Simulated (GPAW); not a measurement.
# Dielectric function and optical constants of BaTiO3

Wanted: where BaTiO3 starts to absorb, how strongly, and its refractive index. The cell comes from an older database entry, whose edges can differ from later determinations, mostly by under a per cent.

Method: DFT, PBE, plane-wave PAW (GPAW data sets), scalar-relativistic, RPA, optical limit, in GPAW 26.7.0.

The database entry behind the starting cell differs from later determinations by our own check (c/a about 0.6 % short), so it need not match the best structure at ambient conditions.

## 1. The structure

Symmetry: P4mm, No. 99, tetragonal system. The conventional cell has a = 4.000 Å, b = 4.000 Å, c = 4.018 Å, α = 90.00°, β = 90.00°, γ = 90.00°. Ba has 12 O at 2.79 to 2.88 Å nearest. Nearest to Ti lie 6 O at 1.89 to 2.13 Å. Nearest to O lie 2 Ti at 2.00 Å and 4 Ba at 2.79 to 2.88 Å. Nearest to O lie 2 Ti at 1.89 to 2.13 Å and 4 Ba at 2.83 Å. Farther neighbours and most contacts between anions are not listed.

## 2. Ground state

First the ground state: is it a metal or has it a gap?

This step: DFT, PBE, plane-wave PAW (GPAW data sets), scalar-relativistic, ground state (GPAW 26.7.0).

File gs.py:

```python
from ase import Atoms
from ase.dft.bandgap import bandgap
from gpaw import GPAW, PW, FermiDirac

atoms = Atoms(['Ba', 'Ti', 'O', 'O', 'O'],
              cell=[[3.999800000000, 0.000000000000, 0.000000000000],
                    [0.000000000000, 3.999800000000, 0.000000000000],
                    [0.000000000000, 0.000000000000, 4.018000000000]],
              scaled_positions=[[0.000000000000, 0.000000000000, 0.000000000000],
                                [0.500000000000, 0.500000000000, 0.490000000000],
                                [0.000000000000, 0.500000000000, 0.517000000000],
                                [0.500000000000, 0.000000000000, 0.517000000000],
                                [0.500000000000, 0.500000000000, 0.019000000000]],
              pbc=[True, True, True])
atoms.calc = GPAW(mode=PW(500), xc='PBE', kpts={'size': (6, 6, 6), 'gamma': True},
                  occupations=FermiDirac(0.05), maxiter=150, txt='gs.txt')
print('energy (eV)', atoms.get_potential_energy())
print('Fermi level (eV)', atoms.calc.get_fermi_level())
print('valence electrons', atoms.calc.get_number_of_electrons())
print('gap (eV)', bandgap(atoms.calc, output=None)[0])
print('direct gap (eV)', bandgap(atoms.calc, direct=True, output=None)[0])
atoms.calc.write('gs.gpw')
```

Started as:

```bash
$ OMP_NUM_THREADS=1 python gs.py
```

Numbers of over 12 decimals in the logs are rounded to 6 here.

What it wrote:

```text
__  _  _
 | _ |_)|_||  |
 |__||  | ||/\| - 26.7.0

Versions:
  Python: 3.12.14
  ASE:    3.29.0
  Numpy:  2.5.5
  Scipy:  1.18.1
  Libxc:  7.0.0

Input parameters:
  mode=PW(ecut=500.0),
  kpts=MonkhorstPack(size=(6, 6, 6), gamma=True),
  maxiter=150,
  occupations=Occupations(name='fermi-dirac', width=0.05, fixmagmom=False),
  xc=XC(name='PBE')

Diagonalizing LCAO Hamiltonian
Converting LCAO to pw mode
   .---------.
  /|         |
 * |         |
 |O|         |
 | |  OTi    |
 | .---------.
 |/    O    /
 Ba--------*

Atoms  # Å, Bohr magnetons
|   | symbol |        x |        y |        z |    initial magnetic moments |
| 0 |     Ba | 0.000000 | 0.000000 | 0.000000 | ( 0.0000,  0.0000,  0.0000) |
| 1 |     Ti | 1.999900 | 1.999900 | 1.968820 | ( 0.0000,  0.0000,  0.0000) |
| 2 |      O | 0.000000 | 1.999900 | 2.077306 | ( 0.0000,  0.0000,  0.0000) |
| 3 |      O | 1.999900 | 0.000000 | 2.077306 | ( 0.0000,  0.0000,  0.0000) |
| 4 |      O | 1.999900 | 1.999900 | 0.076342 | ( 0.0000,  0.0000,  0.0000) |

Unit cell  # Å
| periodic |        x |        y |        z |  lengths |    angles |
|      yes | 3.999800 | 0.000000 | 0.000000 | 3.999800 | 90.000000 |
|      yes | 0.000000 | 3.999800 | 0.000000 | 3.999800 | 90.000000 |
|      yes | 0.000000 | 0.000000 | 4.018000 | 4.018000 | 90.000000 |

Number of symmetries: 8
Symmetry operations  # r_c * U_cc + t_c -> r_c
|   | kind |            matrix            |
| 0 |  E   |  1, 0, 0,  0, 1, 0,  0, 0, 1 |
| 1 |  σ   |  1, 0, 0,  0,-1, 0,  0, 0, 1 |
| 2 |  σ   |  0, 1, 0,  1, 0, 0,  0, 0, 1 |
| 3 |  C4  |  0, 1, 0, -1, 0, 0,  0, 0, 1 |
| 4 |  C4  |  0,-1, 0,  1, 0, 0,  0, 0, 1 |
| 5 |  σ   |  0,-1, 0, -1, 0, 0,  0, 0, 1 |
| 6 |  σ   | -1, 0, 0,  0, 1, 0,  0, 0, 1 |
| 7 |  C2  | -1, 0, 0,  0,-1, 0,  0, 0, 1 |

BZ-sampling:
  Number of BZ points: 216
  Number of IBZ points: 40

  Monkhorst-Pack size: [6, 6, 6]
  Monkhorst-Pack shift: [0.083333, 0.083333, 0.083333]

K-points  # in reciprocal-cell coordinates
|     |                                coordinates |     weight |
|   0 | (  0.00000000,   0.00000000,   0.00000000) | 0.00462963 |
|   1 | (  0.00000000,   0.00000000,   0.16666667) | 0.00925926 |
|   2 | (  0.00000000,   0.00000000,   0.33333333) | 0.00925926 |
|   3 | (  0.00000000,   0.00000000,   0.50000000) | 0.00462963 |
|   4 | (  0.16666667,   0.00000000,   0.00000000) | 0.01851852 |
|   5 | (  0.16666667,   0.00000000,   0.16666667) | 0.03703704 |
|   6 | (  0.16666667,   0.00000000,   0.33333333) | 0.03703704 |
|   7 | (  0.16666667,   0.00000000,   0.50000000) | 0.01851852 |
|   8 | (  0.16666667,   0.16666667,   0.00000000) | 0.01851852 |
|   9 | (  0.16666667,   0.16666667,   0.16666667) | 0.03703704 |
| ... |                                            |            |
|  39 | (  0.50000000,   0.50000000,   0.50000000) | 0.00462963 |

Plane wave coefficients: 1647
Cutoff: 500.0 eV

Spin-components: 1 (collinear spins)
Bands:           28
Projectors:      27
Spin-degeneracy: 2
Datatype:        complex128

Parallelization:
  kpt:    1
  domain: 1
  band:   1

Density:
  Valence electrons: 40.0
  Components: 1
  Grid points: [21 21 21]
  Charge: 0.0  # |e|

Potential:
  Grid points: [21 21 21]

species:
  Ba:
    name:    Barium
    id:
    Z:       56.0
    valence: 10
    core:    46
    charge:  0.0  # [|e|]
    compensation charges:
      type: gauss
      rc: 0.37  # [Å]
      lmax: 2
    cutoffs:
      filter: 2.06  # [Å]
      core: 2.33  # [Å]
    projectors
    | kind |    occ | energy [eV] | rcut [Å] |
    |   5s |  2.000 |     -33.644 |    1.164 |
    |   6s |  2.000 |      -3.229 |    1.164 |
    |   5p |  6.000 |     -18.744 |    1.164 |
    |    p |        |       0.000 |    1.164 |
    |    d |        |       0.000 |    1.164 |
    |    d |        |      27.211 |    1.164 |

    Using partial waves for Ba as LCAO basis

  Ti:
    name:    Titanium
    id:
    Z:       22.0
    valence: 12
    core:    10
    charge:  0.0  # [|e|]
    compensation charges:
      type: gauss
      rc: 0.38  # [Å]
      lmax: 2
    cutoffs:
      filter: 2.23  # [Å]
      core: 1.02  # [Å]
    projectors
    | kind |    occ | energy [eV] | rcut [Å] |
    |   3s |  2.000 |     -62.623 |    1.270 |
    |   4s |  2.000 |      -4.466 |    1.270 |
    |   3p |  6.000 |     -38.862 |    1.058 |
    |   4p |  0.000 |      -1.466 |    1.058 |
    |   3d |  2.000 |      -4.258 |    1.058 |
    |    d |        |      22.953 |    1.058 |

    Using partial waves for Ti as LCAO basis

  O:
    name:    Oxygen
    id:
    Z:       8.0
    valence: 6
    core:    2
    charge:  0.0  # [|e|]
    compensation charges:
      type: gauss
      rc: 0.21  # [Å]
      lmax: 2
    cutoffs:
      filter: 1.17  # [Å]
      core: 0.83  # [Å]
    projectors
    | kind |    occ | energy [eV] | rcut [Å] |
    |   2s |  2.000 |     -23.961 |    0.688 |
    |   2p |  4.000 |      -9.029 |    0.598 |
    |    s |        |       3.251 |    0.688 |
    |    p |        |      18.182 |    0.598 |
    |    d |        |       0.000 |    0.619 |

    Using partial waves for O as LCAO basis

Reference energy: -250624.413696  # eV

eigensolver:
  PPCG
  Converge bands: occupied
  niter=2

density mixing:
  MSR1-Mixer
  Pratt-step length: 0.05
  Maximum mixing coefficient: 0.75
  Old densities: 10
  SVD Regularization: 0.005
  Good broyden scale: 1.0
  Trust region scale: 1.0
  Backstep threshold: 4.0
  History deletion threshold: 6.0
  Fourier metric: weight=20.0, sigma=0.015

occupation numbers:
  Fermi-Dirac:
    width: 0.0500  # eV

poisson solver:
  ecut: 4000.0  # eV

xc functional:
  name: PBE with 2 nearest neighbor stencil

convergence criteria:
- Maximum [total energy] change in last 3 cyles: 0.0005 eV / valence electron
- Maximum integral of absolute [dens]ity change: 0.0001 electrons / valence electron
- Maximum integral of absolute [eigenst]ate change: 4e-08 eV^2 / valence electron
maximum number of iterations: 150

SCF iterations
|iter     |      energy | eigst |  dens |
|iter:   1||  -43.331333 | -0.11 |       |
|iter:   2||  -41.630393 | -1.67 | -0.88 |
|iter:   3||  -38.479363 | -0.71 | -0.94 |
|iter:   4||  -38.236232 | -1.83 | -1.43 |
|iter:   5||  -38.192843 | -2.57 | -1.62 |
|iter:   6||  -38.198549 | -3.36 | -1.99 |
|iter:   7||  -38.198460c| -4.20 | -2.70 |
|iter:   8||  -38.198401c| -4.68 | -2.99 |
|iter:   9||  -38.198408c| -6.26 | -3.49 |
|iter:  10||  -38.198410c| -6.89 | -3.90 |
|iter:  11||  -38.198410c| -8.18c| -4.64c|

Converged in 11 steps
SCF loop duration: 26.189 s (2.381 s/step)
Energy contributions relative to reference atoms: (reference = -250624.413696)

Energy contributions:
  Kinetic:          37.678332
  Coulomb:         -38.608372
  Zero:              0.190137
  External:          0.000000
  Xc:              -37.458507
  Entropy:          -0.000000
  Spinorbit:         0.000000
  ----------------------------
  Free energy:     -38.198410
  Extrapolated:    -38.198410

dipole moment: (-35.454764, -35.454764, -33.922629)  # |e|*Ang

Fermi level: 8.616
Eigenvalues  # (at kpt = [0.000, 0.000, 0.000])
| band index |      eig [eV] | occ [0-2] |
|          0 |       -48.852 |     2.000 |
|        ... |               |           |
|         12 |         5.362 |     2.000 |
|         13 |         5.362 |     2.000 |
|         14 |         6.453 |     2.000 |
|         15 |         6.453 |     2.000 |
|         16 |         6.546 |     2.000 |
|         17 |         7.394 |     2.000 |
|         18 |         7.408 |     2.000 |
|         19 |         7.408 |     2.000 |
|         20 |         9.498 |     0.000 |
|         21 |         9.711 |     0.000 |
|         22 |         9.711 |     0.000 |
|         23 |        11.690 |     0.000 |
|         24 |        11.785 |     0.000 |
|         25 |        12.707 |     0.000 |
|         26 |        12.765 |     0.000 |
|         27 |        15.002 |     0.000 |

Gap: 1.811 eV
Transition (v -> c):
  (s=0, k=39, n=19, [0.50, 0.50, 0.50]) -> (s=0, k=0, n=20, [0.00, 0.00, 0.00])
Direct/indirect transitions are different
Direct gap: 2.090 eV
Transition at: (s=0, k=0, n=19, [0.00, 0.00, 0.00])

--- standard output ---
energy (eV) -38.198410
Fermi level (eV) 8.615977
valence electrons 40.0
gap (eV) 1.811109
direct gap (eV) 2.089939
```

It took 29 s on 1 thread of Intel Xeon Platinum 8375C at 2.90GHz (Ice Lake), shared host; peak memory 0.19 GiB.

Read-outs, printed or worked out from the files:

```
energy                 : -38.20 eV
Fermi energy           : 8.616 eV
gap on the k-mesh      : 1.811 eV
direct gap on the mesh : 2.090 eV
electrons              : 40
```

There is a gap, 1.81 eV on this mesh (points off the mesh can give less), so no carriers' term is needed.

## 3. Bands for the response

At the fixed density, many empty bands are solved on the mesh of the response, since the spectrum sums over them.

This step: DFT, PBE, plane-wave PAW (GPAW data sets), scalar-relativistic, bands at fixed density (GPAW 26.7.0).

File nscf.py:

```python
from ase.dft.bandgap import bandgap
from gpaw import GPAW, FermiDirac

calc = GPAW('gs.gpw').fixed_density(kpts={'size': (7, 7, 7), 'gamma': True}, nbands=57, convergence={'bands': 51},
                                    occupations=FermiDirac(0.001), txt='nscf.txt')
print('gap (eV)', bandgap(calc, output=None)[0])
print('direct gap (eV)', bandgap(calc, direct=True, output=None)[0])
print('top band over the Fermi level (eV)', min(calc.get_eigenvalues(kpt=k)[50] for k in range(len(calc.get_ibz_k_points()))) - calc.get_fermi_level())
calc.write('full.gpw', mode='all')
```

Started as:

```bash
$ OMP_NUM_THREADS=1 python nscf.py
```

What it wrote:

```text
Diagonalizing LCAO Hamiltonian
Converting LCAO to pw mode
convergence criteria:
- Maximum integral of absolute [eigenst]ate change: 4e-08 eV^2 / valence electron
maximum number of iterations: 150

SCF iterations
|iter     |      energy | eigst |  dens |
|iter:   1||             | +3.24 |       |
|iter:   2||             | +2.07 |       |
|iter:   3||             | +0.93 |       |
|iter:   4||             | -0.38 |       |
|iter:   5||             | -1.30 |       |
|iter:   6||             | -2.34 |       |
|iter:   7||             | -3.17 |       |
|iter:   8||             | -4.21 |       |
|iter:   9||             | -5.01 |       |
|iter:  10||             | -6.02 |       |
|iter:  11||             | -6.78 |       |
|iter:  12||             | -7.45c|       |
SCF steps: 12
  __  _  _
 | _ |_)|_||  |
 |__||  | ||/\| - 26.7.0

Versions:
  Python: 3.12.14
  ASE:    3.29.0
  Numpy:  2.5.5
  Scipy:  1.18.1
  Libxc:  7.0.0

Input parameters:
  mode=PW(ecut=500.0),
  convergence={'bands': 51},
  gpts=array([21, 21, 21]),
  kpts=MonkhorstPack(size=(7, 7, 7), gamma=True),
  maxiter=150,
  nbands=57,
  occupations=Occupations(name='fermi-dirac', width=0.001, fixmagmom=False),
  parallel={},
  xc=XC(name='PBE')

--- standard output ---
gap (eV) 1.903688
direct gap (eV) 2.089939
top band over the Fermi level (eV) 27.566873
```

Wall time 53 s (1 thread); peak memory 0.24 GiB.

This step gave:

| Item | Value |
| --- | --- |
| gap on the k-mesh | 1.904 eV |

## 4. Dielectric function, RPA

Transitions between filled and empty bands, summed over the zone, give the optical response, so mesh, band count and broadening shape it.

The induced potential is part of this response.

This step: DFT, PBE, plane-wave PAW (GPAW data sets), scalar-relativistic, RPA, optical limit (GPAW 26.7.0).

File df.py:

```python
from gpaw.response.df import DielectricFunction

df = DielectricFunction('full.gpw', frequencies={'type': 'nonlinear', 'domega0': 0.03, 'omega2': 8},
                        ecut=50,
                        eta=0.15,
                        nbands=51,
                        txt='df.txt')
for direction in ['x', 'z']:
    df.get_dielectric_function(xc='RPA', direction=direction, filename=f'df_{direction}.csv')
```

Started as:

```bash
$ OMP_NUM_THREADS=1 python df.py
```

What it wrote:

```text
Using integrator: PointIntegrator
NonLinearFrequencyDescriptor(from 0.000 to 88.070 eV, 529 points)
Nonperiodic BCs:  [False False False]
Using integrator: PointIntegrator
NonLinearFrequencyDescriptor(from 0.000 to 88.070 eV, 529 points)
Nonperiodic BCs:  [False False False]

Calculating chi0 body with:
    Ground state adapter containing:
    Number of spins: 1
    Number of kpoints: 343
    Number of irreducible kpoints: 40
    Number of completely occupied states: 20
    Number of partially occupied states: 20

    Linear response parametrization:
    q_c: [0.0, 0.0, 0.0]
    Number of frequency points: 529
    Planewave cutoff: 50.0
    Number of bands: 51
    Number of planewaves: 57
    Broadening (eta): 0.15

Integrating chi0 body.

Symmetries of q_c:
    Direct symmetries (Uq -> q): 8
    Indirect symmetries (TUq -> q): 8
In total 16 allowed symmetries.

40 groups of equivalent kpoints. 88.338192% reduction.

Integral kind: spectral function

Calculating chi0 optical extensions with:
    Ground state adapter containing:
    Number of spins: 1
    Number of kpoints: 343
    Number of irreducible kpoints: 40
    Number of completely occupied states: 20
    Number of partially occupied states: 20

    Linear response parametrization:
    Number of frequency points: 529
    Planewave cutoff: 50.0
    Number of bands: 51
    Number of planewaves: 57
    Broadening (eta): 0.15
Integrating chi0 head and wings.

Symmetries of q_c:
    Direct symmetries (Uq -> q): 8
    Indirect symmetries (TUq -> q): 8
In total 16 allowed symmetries.

40 groups of equivalent kpoints. 88.338192% reduction.

Integral kind: spectral function wings
```

Run time: 11 s. Hardware: 1 thread; peak memory 0.37 GiB.

Read-outs, printed or worked out from the files:

| Quantity | Value |
| --- | --- |
| electronic dielectric constant ε∞, mean over x, y and z (by symmetry where fewer were run) | 5.846 |

Sum at mesh points, not converged in k; values under the direct gap are tails of Lorentzian lines. Table of Im ε by photon energy; read off at these points:

```csv
photon energy (eV),E ∥ x,E ∥ z
0.00,0,0
0.50,0.0332,0.0244
1.00,0.0764,0.0540
1.50,0.155,0.0990
2.00,0.498,0.199
2.50,1.37,0.654
3.00,3.29,1.96
3.50,5.07,3.74
4.00,6.38,5.72
4.16,7.24,6.61
4.50,6.13,5.55
5.00,3.49,3.86
5.50,2.91,3.09
6.00,2.88,3.03
6.50,3.46,3.73
7.00,4.19,4.39
7.21,4.54,4.94
7.50,4.38,4.76
8.00,4.37,5.23
8.50,4.24,4.69
8.70,4.66,4.87
9.00,4.00,4.21
9.50,3.67,4.11
10.00,3.71,3.78
10.50,3.53,3.46
11.00,2.74,2.70
11.50,2.26,2.24
12.00,1.89,1.84
12.50,1.31,1.35
13.00,0.923,0.952
13.50,0.718,0.735
```

The reflectivity at normal incidence has structure finer than the step of the table below, so its rows give means over 0.25 eV, whole bins alone (the curve runs from 0 to 14.0 eV). Peaks (eV: height): E ∥ x 4.156: 30.2, 10.663: 28.1; E ∥ z 4.112: 29.0, 8.026: 26.0, 9.483: 26.3, 10.591: 29.0.

Sum at mesh points, not converged in k. Reflectivity at normal incidence against photon energy; means over each step:

```csv
photon energy (eV),E ∥ x (%),E ∥ z (%)
0.25,17.6,16.5
0.50,17.7,16.6
0.75,17.9,16.8
1.00,18.2,17.0
1.25,18.6,17.3
1.50,19.2,17.7
1.75,20.1,18.3
2.00,21.2,19.0
2.25,22.0,20.0
2.50,23.2,21.1
2.75,24.4,22.4
3.00,25.5,23.4
3.25,25.9,24.1
3.50,27.2,26.1
3.75,26.9,26.2
4.00,28.6,27.9
4.25,29.9,27.9
4.50,28.2,25.6
4.75,22.1,23.9
5.00,18.3,20.0
5.25,18.5,19.1
5.50,15.3,16.7
5.75,14.6,17.4
6.00,16.3,16.7
6.25,17.8,18.9
6.50,17.8,19.2
6.75,18.5,19.4
7.00,20.9,21.7
7.25,21.7,23.3
7.50,21.4,22.9
7.75,19.7,21.8
8.00,21.5,24.7
8.25,21.4,22.0
8.50,21.6,23.6
8.75,24.2,25.5
9.00,22.8,24.1
9.25,23.9,25.0
9.50,22.9,26.1
9.75,21.6,23.5
10.00,22.4,23.7
10.25,25.9,26.8
10.50,26.8,28.1
10.75,27.2,26.6
11.00,25.6,25.3
11.25,25.4,25.9
11.50,23.9,24.5
11.75,24.0,24.2
12.00,25.4,25.4
12.25,24.2,23.4
12.50,18.5,19.2
12.75,18.9,19.6
13.00,13.3,14.2
13.25,10.9,11.3
13.50,7.47,7.68
13.75,3.82,3.86
```

Sum at mesh points, not converged in k; values under the direct gap are tails of Lorentzian lines. The loss function −Im 1/ε at q → 0 by energy loss; read off at these points:

```csv
energy loss (eV),E ∥ x,E ∥ z
0.000,0,0
0.250,4.5e-4,3.8e-4
0.500,9.2e-4,7.7e-4
0.750,0.00142,0.00117
1.000,0.00199,0.00162
1.250,0.00268,0.00213
1.500,0.00360,0.00273
1.750,0.00513,0.00352
2.000,0.00929,0.00473
2.250,0.0160,0.00752
2.500,0.0210,0.0124
2.750,0.0299,0.0189
3.000,0.0422,0.0297
3.250,0.0514,0.0358
3.500,0.0598,0.0449
3.750,0.0766,0.0616
4.000,0.0798,0.0685
4.250,0.108,0.100
4.500,0.146,0.122
4.750,0.196,0.146
5.000,0.191,0.167
5.250,0.183,0.167
5.500,0.207,0.159
5.750,0.154,0.149
6.000,0.133,0.139
6.250,0.143,0.121
6.500,0.153,0.144
6.750,0.133,0.129
7.000,0.143,0.129
7.250,0.162,0.143
7.500,0.173,0.163
7.750,0.190,0.169
8.000,0.172,0.165
8.250,0.203,0.200
8.500,0.185,0.179
8.750,0.200,0.201
9.000,0.230,0.223
9.250,0.229,0.222
9.500,0.263,0.241
9.750,0.271,0.284
10.000,0.255,0.257
10.250,0.253,0.262
10.500,0.283,0.286
10.750,0.328,0.355
11.000,0.361,0.367
11.250,0.400,0.390
11.500,0.437,0.439
11.750,0.470,0.474
12.000,0.506,0.515
12.250,0.666,0.657
12.500,0.764,0.742
12.750,0.831,0.817
12.916,1.06,1.03
13.000,1.03,1.02
13.250,0.983,1.02
13.425,1.08,1.07
13.500,1.04,1.04
13.750,0.772,0.749
```

Sum at mesh points, not converged in k; values under the direct gap are tails of Lorentzian lines. The Im ε, E ∥ x by photon energy; read off at these points:

```csv
photon energy (eV),without local fields,with local fields
0.00,0,0
0.50,0.0349,0.0332
1.00,0.0805,0.0764
1.50,0.164,0.155
2.00,0.532,0.498
2.50,1.49,1.37
3.00,3.59,3.29
3.50,5.48,5.07
4.00,6.73,6.38
4.16,7.42,7.24
4.50,5.84,6.13
5.00,3.34,3.49
5.50,2.75,2.91
6.00,2.77,2.88
6.50,3.33,3.46
7.00,4.06,4.19
7.21,4.34,4.54
7.50,4.21,4.38
8.00,4.43,4.37
8.50,4.39,4.24
8.70,4.95,4.66
9.00,4.26,4.00
9.50,4.00,3.67
10.00,4.14,3.71
10.50,3.85,3.53
11.00,2.90,2.74
11.50,2.34,2.26
12.00,1.86,1.89
12.50,1.40,1.31
13.00,0.990,0.923
13.50,0.790,0.718
```

From ε follow the optical constants at some laser and lamp lines:

```csv
wavelength (nm),n x,k x,R (%) x,1/α x,n z,k z,R (%) z,1/α z
1550,2.47,0.012,18.0,11 µm,2.39,0.009,16.8,14 µm
1064,2.51,0.019,18.5,4.4 µm,2.42,0.014,17.2,6.2 µm
532,2.78,0.183,22.3,231 nm,2.64,0.082,20.3,515 nm
450,2.89,0.375,24.3,95 nm,2.78,0.209,22.5,172 nm
365,2.90,0.759,26.5,38 nm,2.92,0.506,25.2,57 nm
308,2.75,1.195,29.0,21 nm,2.85,1.044,28.3,23 nm
193,2.03,0.862,18.2,18 nm,2.11,0.920,19.8,17 nm
```

Below the direct gap, k and the depth come from the tails of the Lorentzian lines, not from transitions.

Rows near the edge hang on the gap, which this functional as a rule makes too small, and phonon-assisted absorption is left out.

## 5. Outcome

```yaml
electronic_dielectric_constant_eps_infinity_mean_over_x_y_and_z_by_symmetry_where_fewer_were_run_rpa: 5.85
```

**Reading.** At this level (PBE, RPA) BaTiO3 has a mean ε∞ = 5.85 and n = 2.47 at 1550 nm (E ∥ x). On the mesh the gap is 1.90 eV and the least direct gap 2.09 eV, so on this mesh the band edges lie at different points. Local fields change the static value along x from 6.20 to 5.97 (-4 %). The static values by axis are 5.97 (x), 5.61 (z). Excitons and phonon-assisted transitions are missing; PBE gaps are as a rule too small, which pulls the onset down and ε∞ up. Spin-orbit coupling is left out although heavy atoms are present. In this version of GPAW the matrix elements of the optical limit are incomplete, which can lower ε − 1 by up to a tenth where first-row anions or d states rule, and shift it by more in d metals. The sum runs over mesh points 0.22 Å⁻¹ apart with no interpolation, so peaks are partly noise of the mesh and static values carry its error.

[Machine, clock and banner lines and Python warnings are left out of the logs.]

[Logs are printed without paths, hosts, clocks, repeated set-up lines and the standing remarks that a program may print on its own settings, such as how far it seeks lower states.]

[Hosts, paths, dates, database ids (printed as entryN), source tags and the programs' standing remarks are cut or masked in the printed files.]
